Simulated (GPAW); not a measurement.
SiC (P6_3mc): refractive index against wavelength

The refractive index of SiC (P6_3mc) along x below the direct gap (4.07 eV on the mesh) is read from one computed spectrum, n = √(Re ε). x, y and z are the Cartesian axes of the input cell.

Cell: a, b, c = 3.076, 3.076, 5.048 Å (primitive vectors), 4 atoms.

Method: GPAW 26.7.0, PBE, RPA, k-mesh 12×12×6, local fields up to 60 eV, Lorentzian half width 0.1 eV.

Launch of the response step: `OMP_NUM_THREADS=1 python df.py`. The run took 75 s, its band step included, on 1 thread of Arm Neoverse V1 (shared host).

| wavelength (nm) | photon energy E (eV) | n |
| --- | --- | --- |
| 1310 | 0.946 | 2.5895 |
| 1064 | 1.165 | 2.5990 |
| 850 | 1.459 | 2.6152 |
| 700 | 1.771 | 2.6371 |
| 633 | 1.959 | 2.6529 |
| 532 | 2.331 | 2.6905 |
| 450 | 2.755 | ? |

In the single-oscillator model n² − 1 = E₀E_d/(E₀² − E²), so 1/(n² − 1) = E₀/E_d − E²/(E₀E_d) is linear in E².

Working, on the rows shown:

| x = E² (eV²) | y = 1/(n² − 1) |
| --- | --- |
| 0.895757 | 0.175269 |
| 1.35784 | 0.173768 |
| 2.12762 | 0.171254 |
| 3.13716 | 0.167946 |
| 3.83641 | 0.165621 |
| 5.43137 | 0.160287 |

Means: x̄ = 2.7977, ȳ = 0.16902. Σ(x − x̄)(y − ȳ) = -0.04711, Σ(x − x̄)² = 14.27. Slope = -0.04711 / 14.27 = -0.003302; intercept = ȳ − slope · x̄ = 0.17826. Turned back into n, the line misses the rows shown by at most 0.0003.

Problem. What does the fit predict for the withheld row, and how well does it do?

Solution. At x = 7.5912 the line gives y = 0.1532, that is 2.7436. The run gave 2.7458, so the extrapolation is off by 0.0022, 1.4 % of the range in the table.

Refitted with all rows, the slope is -0.003335 and the intercept 0.17834. These give E₀ = √(intercept/−slope) = 7.31 eV and E_d = E₀/intercept = 41.0 eV; E₀ is 1.8 times the direct gap. The electronic limit at long wavelengths, without lattice vibrations, is n = √(1 + 1/intercept) = 2.570. Excitons are left out; PBE gaps are as a rule too small. The values come from a sum over the points of one k-mesh and carry its error, which grows as the direct gap shrinks.
